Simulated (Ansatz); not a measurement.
## Au-Al-Au stack of (111) layers: electron–phonon coupling and resistivity

Question: is the lattice of Au-Al-Au stack of (111) layers stable, and if so, what are its coupling constant and resistivity?

Program: Ansatz 0.2.0. Level of theory: DFT LDA, scalar-relativistic, plane waves, PAW. Results are calculated unless marked as measured.

Most raw output is cut from this account.

## 1. The structure

The cell holds 3 atoms: 2 Au and 1 Al. Its edges and angles: a = 2.864 Å, b = 2.864 Å, c = 15.677 Å, α = 90.0°, β = 90.0°, γ = 120.0°. Vacuum lies along c.

## 2. Rough relaxation

The start is far from rest, so a relaxation with loose thresholds does the first part.

input.yaml

```yaml
crystal:
  lattice:
    - [2.86378, 0.0, 0.0]
    - [-1.43189, 2.48011, 0.0]
    - [0.0, 0.0, 15.67654]
  atoms:
    - { symbol: Au, position: [0.0, 0.0, 0.35084279] }
    - { symbol: Al, position: [0.33333333, 0.66666667, 0.5] }
    - { symbol: Au, position: [0.66666667, 0.33333333, 0.64915721] }
  periodic: [true, true, false]
kpoints:
  mp_grid: { grid: [9, 9, 1] }
hamiltonian:
  xc: lda
scf:
  occupations: { method: gaussian, width: 0.1 }
output:
  forces: true
  stress: true
  eigenvalues: true
relax:
  adjacent_minimum: "off"
  f_tol: 0.05
  max_steps: 80
  cell: { stress_2d_tol: 0.02 }
```

Command:

```sh
> ansatz run input.yaml --threads 4 --pin off --max-ram 16384MiB --backend cpu --events-out ev --progress --plain --runs-dir out
```

Wall time 10 s (4 threads of Arm Neoverse V1, shared host); peak memory 0.5 GiB.

Step by step:

```csv
step,energy less that of the first step (eV),largest force component (eV/Å),volume (Å³)
1,0.0000,0.6025,235.47
2,-0.1672,0.2469,220.30
3,-0.1961,0.1029,225.91
4,-0.1990,0.0232,225.59
5,-0.1994,0.0010,226.05
6,-0.1995,0.0000,226.59
7*,-0.1990,0.0000,226.59
```

Relaxation steps marked * repeat the geometry before them on a plane-wave basis chosen anew for their cell, so energy and pressure can jump there.

The run keeps the 12 symmetry operations that it works with, so distortions that break them were not tested.

```csv
cell as run,before,after,change
a (Å),2.864,2.809,-1.9 %
b (Å),2.864,2.809,-1.9 %
```

The atoms that moved most (Å, along periodic axes as changes of fractional coordinates times the final cell, across vacuum about the mean position):

```csv
atom,dx,dy,dz,length
Au3,0.000,0.000,-0.178,0.178
Au1,0.000,0.000,0.178,0.178
```

The relaxed structure:

```xyz
3
Lattice="2.8093 0.0000 0.0000 -1.4046 2.4329 0.0000 0.0000 0.0000 33.1531" Properties=species:S:1:pos:R:3
Au    0.0000    0.0000    5.6782
Al    0.0000    1.6219    7.8383
Au    1.4046    0.8110    9.9984
```

Numbers from this step:

```
metallic on mesh  : yes
gap on the k-mesh : 0 eV
```

The relaxation ends with a largest force component of 2.1e-5 eV/Å.

## 3. Relaxation

The structure is brought to rest under this functional.

input.yaml, the sections that differ from step 2:

```yaml
crystal:
  lattice:
    - [2.8092957794, 0.0, 0.0]
    - [-1.4046478897, 2.4329215117, 0.0]
    - [0.0, 0.0, 33.1530758754]
  atoms:
    - { symbol: Au, position: [0.0, 0.0, 0.1712712085] }
    - { symbol: Al, position: [0.3333333333, 0.6666666667, 0.2364266299] }
    - { symbol: Au, position: [0.6666666667, 0.3333333333, 0.3015820513] }
  periodic: [true, true, false]
kpoints:
  mp_grid: { grid: [12, 12, 1] }
relax:
  adjacent_minimum: "off"
  f_tol: 0.005
  max_steps: 80
  cell: { stress_2d_tol: 0.02 }
# hamiltonian, scf, output: as in step 2
```

The job ended after 26 s (4 threads; peak memory 0.56 GiB).

The steps of the relaxation:

```csv
step,energy less that of the first step (eV),largest force component (eV/Å),volume (Å³)
1,0.0000,0.1184,226.59
2,-0.0190,0.1496,231.45
3,0.0219,0.5679,236.54
4,-0.0355,0.0464,238.00
5,-0.0428,0.0238,242.87
6,-0.0132,0.4112,258.21
7,-0.0463,0.0060,246.40
8,-0.0476,0.0097,250.27
9,-0.0476,0.0009,250.19
10,-0.0500,0.0004,250.19
11,-0.0499,0.0001,250.50
12,-0.0500,0.0001,250.50
```

The log counts 2 steps on a newly chosen plane-wave basis, not all of them marked here; energy and pressure can jump at such steps. Relaxation steps 3, 6 were tried and not accepted.

```csv
cell as run,before,after,change
a (Å),2.809,2.954,+5.1 %
b (Å),2.809,2.954,+5.1 %
```

The atoms that moved most (Å, along periodic axes as changes of fractional coordinates times the final cell, across vacuum about the mean position):

```csv
atom,dx,dy,dz,length
Au1,0.000,0.000,0.235,0.235
Au3,0.000,0.000,-0.235,0.235
```

Final coordinates:

```xyz
3
Lattice="2.9537 0.0000 0.0000 -1.4769 2.5580 0.0000 0.0000 0.0000 33.1531" Properties=species:S:1:pos:R:3
Au    0.0000    0.0000    5.9130
Al    0.0000    1.7053    7.8383
Au    1.4769    0.8527    9.7635
```

The relaxation ends with a largest force component of 9.5e-5 eV/Å.

## 4. Tight relaxation

No force is left; the cell is relaxed once more with another smearing and tight thresholds.

input.yaml

```yaml
crystal:
  lattice:
    - [2.9537471146, 0.0, 0.0]
    - [-1.4768735573, 2.5580200376, 0.0]
    - [0.0, 0.0, 33.1530758754]
  atoms:
    - { symbol: Au, position: [0.0, 0.0, 0.1783557144] }
    - { symbol: Al, position: [0.3333333333, 0.6666666667, 0.2364266299] }
    - { symbol: Au, position: [0.6666666667, 0.3333333333, 0.2944975454] }
  periodic: [true, true, false]
kpoints:
  mp_grid: { grid: [12, 12, 1] }
hamiltonian:
  xc: lda
scf:
  occupations: { method: methfessel_paxton, width: 0.2 }
output:
  forces: true
  stress: true
  eigenvalues: true
relax:
  adjacent_minimum: "off"
  f_tol: 0.001
  max_steps: 60
  cell: { stress_2d_tol: 0.002 }
```

It took 13 s on 4 threads; peak memory 0.55 GiB; 50 s of CPU time.

The steps of the relaxation:

```csv
step,energy less that of the first step (eV),largest force component (eV/Å),volume (Å³)
1,0.0000,0.0047,250.50
2,0.0000,0.0059,250.72
3,0.0003,0.0425,251.36
4,0.0000,0.0008,251.04
5,0.0000,0.0000,251.06
6,-0.0001,0.0000,251.06
```

The log counts 1 steps on a newly chosen plane-wave basis, not all of them marked here; energy and pressure can jump at such steps. Relaxation step 3 was tried and not accepted.

```csv
cell as run,before,after,change
a (Å),2.954,2.957,+0.1 %
b (Å),2.954,2.957,+0.1 %
```

The relaxed structure:

```xyz
3
Lattice="2.9570 0.0000 0.0000 -1.4785 2.5609 0.0000 0.0000 0.0000 33.1531" Properties=species:S:1:pos:R:3
Au    0.0000    0.0000    5.9172
Al    0.0000    1.7073    7.8383
Au    1.4785    0.8536    9.7593
```

## 5. Phonons by linear response: q 2×2×1, k 6×6×1

Before any scattering is computed, the phonons show whether the structure is a minimum.

input.yaml

```yaml
crystal:
  lattice:
    - [2.9570459928, 0.0, 0.0]
    - [-1.4785229964, 2.5608769499, 0.0]
    - [0.0, 0.0, 33.1530758754]
  atoms:
    - { symbol: Au, position: [0.0, 0.0, 0.178481585] }
    - { symbol: Al, position: [0.3333333333, 0.6666666667, 0.2364266299] }
    - { symbol: Au, position: [0.6666666667, 0.3333333333, 0.2943716748] }
  periodic: [true, true, false]
kpoints:
  mp_grid: { grid: [6, 6, 1] }
hamiltonian:
  xc: lda
scf:
  occupations: { method: methfessel_paxton, width: 0.2 }
output:
  eigenvalues: true
phonons:
  method: dfpt
  qmesh: [2, 2, 1]
  temperatures: { t_max: 1000, t_step: 50 }
  qpath:
    path:
      - [0.0, 0.0, 0.0]
      - [0.5, 0.0, 0.0]
      - [0.33333333, 0.33333333, 0.0]
      - [0.0, 0.0, 0.0]
    npoints: 10
```

Elapsed: 43 s, on 4 threads; peak memory 0.76 GiB; 2.6 min of CPU time.

This step gave:

- share of imaginary modes in the plain interpolation between solved wavevectors: 0.0181
- highest frequency, solved or plainly interpolated: 371.1 cm⁻¹

Solved on the 2×2×1 mesh alone; all other wavevectors are interpolated. Phonon branches along the path, in cm⁻¹:

```csv
point,branch 1,branch 2,branch 3,branch 4,branch 5,branch 6,branch 7,branch 8,branch 9
Γ,0,0,0,48,48,92,185,185,371
halfway,19,33,54,69,85,86,201,255,334
M,46,54,59,77,81,112,216,293,311
halfway,48,60,65,75,85,106,239,288,302
K,55,60,60,90,90,94,277,277,282
halfway,19,50,53,75,81,90,213,264,324
Γ,0,0,0,48,48,92,185,185,371
```

Lowest modes at the softest wavevector of the mesh. The modes at q = (0.500, 0.000, 0.000) (shares of kinetic energy by element, %):

```csv
mode,frequency (cm⁻¹),Au %,Al %
1,45.6,97,3
2,54.5,97,3
3,59.2,100,0
4,76.9,100,0
5,80.9,93,7
6,112.1,100,0
```

Displacements in mode 1 (45.6 cm⁻¹), the largest set to 1, in the home cell:
```
Au1  0.58 -1.00  0.00
Al2  0.39 -0.68  0.00
Au3  0.58 -1.00  0.00
```

Displacements in mode 4 (76.9 cm⁻¹), the largest set to 1, in the home cell:
```
Au1 -0.01 -0.01  1.00
Al2  0.00  0.00  0.00
Au3  0.01  0.01 -1.00
```

Among the solved wavevectors the lowest mode, translations apart, is 45.6 cm⁻¹, so these are real on this k mesh.

## 6. Coupling and resistivity: q 3×3×1, k 9×9×1, scattering 12×12×1

Phonons, couplings and the Boltzmann equation in one run.

Edit input.yaml of step 5 so:

```diff
@@ -11,3 +11,3 @@
 kpoints:
-  mp_grid: { grid: [6, 6, 1] }
+  mp_grid: { grid: [9, 9, 1] }
 hamiltonian:
@@ -20,3 +20,3 @@
   method: dfpt
-  qmesh: [2, 2, 1]
+  qmesh: [3, 3, 1]
   temperatures: { t_max: 1000, t_step: 50 }
@@ -29 +29,4 @@
     npoints: 10
+  electrical_resistivity:
+    mesh: [12, 12, 1]
+    temperatures: [20.0, 50.0, 77.0, 100.0, 150.0, 200.0, 300.0, 400.0, 600.0, 800.0]
```

The job ended after 2.9 min (4 threads; peak memory 2.6 GiB).

Numbers from this step:

```yaml
zero_point_energy: 0.07365 eV/cell
share_of_imaginary_modes_in_the_plain_interpolation_between_solved_wavevectors: 0
highest_frequency_solved_or_plainly_interpolated: 342.7 cm⁻¹
cell_height: 33.15 Å
sheet_resistance_300k: 133.8 Ω/square, mean in the plane
resistivity_at_300_k: 44.35 μΩ cm, mean of the axes, of the whole cell with its vacuum
coupling_constant_lambda: 0.4121
density_of_states_at_the_fermi_level: 0.528 states/eV a spin and cell
log_mean_phonon_energy_omega_log: 8.151 meV
transport_coupling_constant_lambda_tr: 0.3621, 0.3621, 0 (xx, yy, zz)
drude_plasma_energy: 3.102, 3.102, 0 eV (xx, yy, zz), of the whole cell with its vacuum
second_moment_phonon_energy_omega: 14.85 meV, from the broadened α²F curve
```

The Eliashberg function α²F has structure finer than the step of the table below, so its rows give means over 2 meV, whole bins alone (the curve runs from 0.166 to 42.3 meV). Peaks (meV: height): α²F 5.5: 0.614, 9.8: 0.186, 11.8: 0.139, 36.3: 0.292; α²F tr 5.5: 0.444, 8.5: 0.160, 9.8: 0.188, 12.1: 0.125, 36.3: 0.267.

Table of Eliashberg function α²F by phonon energy; means over each step:

```csv
phonon energy (meV),α²F,α²F tr
2,0.00666,0.00668
4,0.0508,0.0359
6,0.240,0.196
8,0.101,0.105
10,0.0994,0.0999
12,0.0873,0.0803
14,0.00144,0.00173
16,0,0
18,0,0
20,0,0
22,9.8e-5,9.8e-5
24,0.0113,0.0143
26,0.0238,0.0298
28,0.0324,0.0394
30,0.0417,0.0425
32,0.0571,0.0419
34,0.0795,0.0579
36,0.193,0.171
38,0.0554,0.0598
40,0.0224,0.0234
```

Of the whole cell with its vacuum, so only the sheet resistance is a property of the layer; the means are those of the plane. Resistivity, by row:

```csv
T (K),ρ_xx (μΩ cm),ρ_yy,ρ_zz,"ρ by Ziman's lowest order, mean","ρ by relaxation times, mean",within 2 % of the coarser mesh
20,0.7143,0.7143,-,0.8939,0.7995,no
50,4.855,4.855,-,5.106,5.461,no
77,8.92,8.92,-,9.179,9.991,no
100,12.5,12.5,-,12.77,13.99,no
150,20.5,20.5,-,20.77,22.95,no
200,28.5,28.5,-,28.79,31.92,no
300,44.35,44.35,-,44.74,49.65,no
400,60.09,60.09,-,60.69,67.22,no
600,91.91,91.91,-,93.54,102.5,no
800,124.6,124.6,-,127.7,138.6,no
```

The self-energy step met imaginary modes, so this run fell back to plain Fourier phonons and is not comparable with runs that kept it. By its own test the run is not converged in the mesh. λ = 0.412 and 134 Ω per square at 300 K. The run's own test puts 20 % between its two finest meshes on the component of the resistivity at 300 K that moves most, so it is not converged. By the run's own test λ moves by 36 % between its two finest scattering meshes.

## 7. Electron–phonon run: q 3×3×1, k 12×12×1, scattering 18×18×1

The next rung changes the k mesh of the density and its response; the scattering mesh, which samples the Fermi surface.

Edit input.yaml of step 6 so:

```diff
@@ -11,3 +11,3 @@
 kpoints:
-  mp_grid: { grid: [9, 9, 1] }
+  mp_grid: { grid: [12, 12, 1] }
 hamiltonian:
@@ -30,3 +30,3 @@
   electrical_resistivity:
-    mesh: [12, 12, 1]
+    mesh: [18, 18, 1]
     temperatures: [20.0, 50.0, 77.0, 100.0, 150.0, 200.0, 300.0, 400.0, 600.0, 800.0]
```

Elapsed: 4.6 min, on 4 threads; peak memory 2.6 GiB.

Numbers from this step:

```
zero point energy                                 : 0.07352 eV/cell
highest frequency, solved or plainly interpolated : 350.4 cm⁻¹
sheet resistance 300K                             : 127.2 Ω/square, mean in the plane
resistivity at 300 K                              : 42.17 μΩ cm, mean of the axes, of the whole cell with its vacuum
coupling constant λ                               : 0.3887
density of states at the Fermi level              : 0.5233 states/eV a spin and cell
log mean phonon energy ħω_log                     : 8.311 meV
transport coupling constant λ_tr                  : 0.3513, 0.3513, 0 (xx, yy, zz)
Drude plasma energy                               : 3.18, 3.18, 0 eV (xx, yy, zz), of the whole cell with its vacuum
second-moment phonon energy ħω₂                   : 15.21 meV, from the broadened α²F curve
```

The self-energy step met imaginary modes, so this run fell back to plain Fourier phonons and is not comparable with runs that kept it. Some states were left unconverged by the eigensolver. By its own test the run is not converged in the mesh. λ = 0.389 and 127 Ω per square at 300 K, against 0.412 and 134 in the run with q 3×3×1, k 9×9×1, scattering 12×12×1 (-5.7 % and -4.9 %). The run's own test puts 30 % between its two finest meshes on the component of the resistivity at 300 K that moves most, more than that change. By the run's own test λ moves by 29 % between its two finest scattering meshes.

## 8. Couplings at the supercell's wavevectors: mass of Au set to 393.933 u

Displaced supercells give the couplings at their own wavevectors under any functional, without linear response.

input.yaml, the sections that differ from step 7:

```yaml
kpoints:
  mp_grid: { grid: [10, 10, 1] }
phonons:
  method: fd
  supercell: [2, 2, 1]
  temperatures: { t_max: 1000, t_step: 50 }
  qpath:
    path:
      - [0.0, 0.0, 0.0]
      - [0.5, 0.0, 0.0]
      - [0.33333333, 0.33333333, 0.0]
      - [0.0, 0.0, 0.0]
    npoints: 10
  commensurate_couplings: {}
  masses: [{ species: Au, mass: 393.933 }]
# crystal, hamiltonian, scf, output: as in step 7
```

Elapsed: 85 s, on 4 threads; peak memory 2.3 GiB; 5.5 min of CPU time.

Numbers from this step:

| Property | Result |
| --- | --- |
| share of imaginary modes in the plain interpolation between solved wavevectors | 0.0181 |
| highest frequency, solved or plainly interpolated | 344.9 cm⁻¹ |

At the supercell's wavevectors; few wavevectors, no converged lambda. Couplings at the supercell's wavevectors:

```csv
channel,q1,q2,q3,star,mode,omega (meV),"lambda, width 0.149 eV","lambda, width 0.298 eV","<D²> (eV/Å)², width 0.149 eV","<D²> (eV/Å)², width 0.298 eV"
1,0,0,0,1,4,4.107,0.4323,0.132,0.2474,0.1642
1,0,0,0,1,5,4.107,0.4323,0.132,0.2474,0.1642
1,0,0,0,1,6,7.777,0.4098,0.173,0.8408,0.7718
1,0,0,0,1,7,22.6,1.76e-12,5.27e-6,2.15e-12,1.40e-5
1,0,0,0,1,8,22.6,1.76e-12,5.27e-6,2.15e-12,1.40e-5
1,0,0,0,1,9,42.76,1.73e-12,5.13e-6,7.58e-12,4.88e-5
1,0,0.5,0,3,1,4.361,8.02e-5,0.004746,1.23e-4,0.01071
1,0,0.5,0,3,2,4.629,6.23e-4,0.0386,0.00106,0.09669
1,0,0.5,0,3,3,5.278,7.33e-4,0.01057,0.002019,0.04286
1,0,0.5,0,3,4,6.431,0.3154,0.1611,1.29,0.97
1,0,0.5,0,3,5,7.486,4.95e-4,0.02205,0.001911,0.1254
1,0,0.5,0,3,6,9.767,0.04519,0.01733,0.4262,0.2406
1,0,0.5,0,3,7,27.04,5.45e-6,3.00e-4,2.74e-5,0.002218
1,0,0.5,0,3,8,36.63,0.00161,0.02473,0.01505,0.3402
1,0,0.5,0,3,9,37.35,0.002246,0.03342,0.02162,0.4738
```

Among the solved wavevectors the lowest mode, translations apart, is 33.1 cm⁻¹, so these are real on this k mesh.

[end of part 1 of 2]

[Logs are printed without paths, hosts, clocks, repeated set-up lines and the standing remarks that a program may print on its own settings, such as how far it seeks lower states.]

[Hosts, paths, dates, database ids (printed as entryN), source tags and the programs' standing remarks are cut or masked in the printed files.]
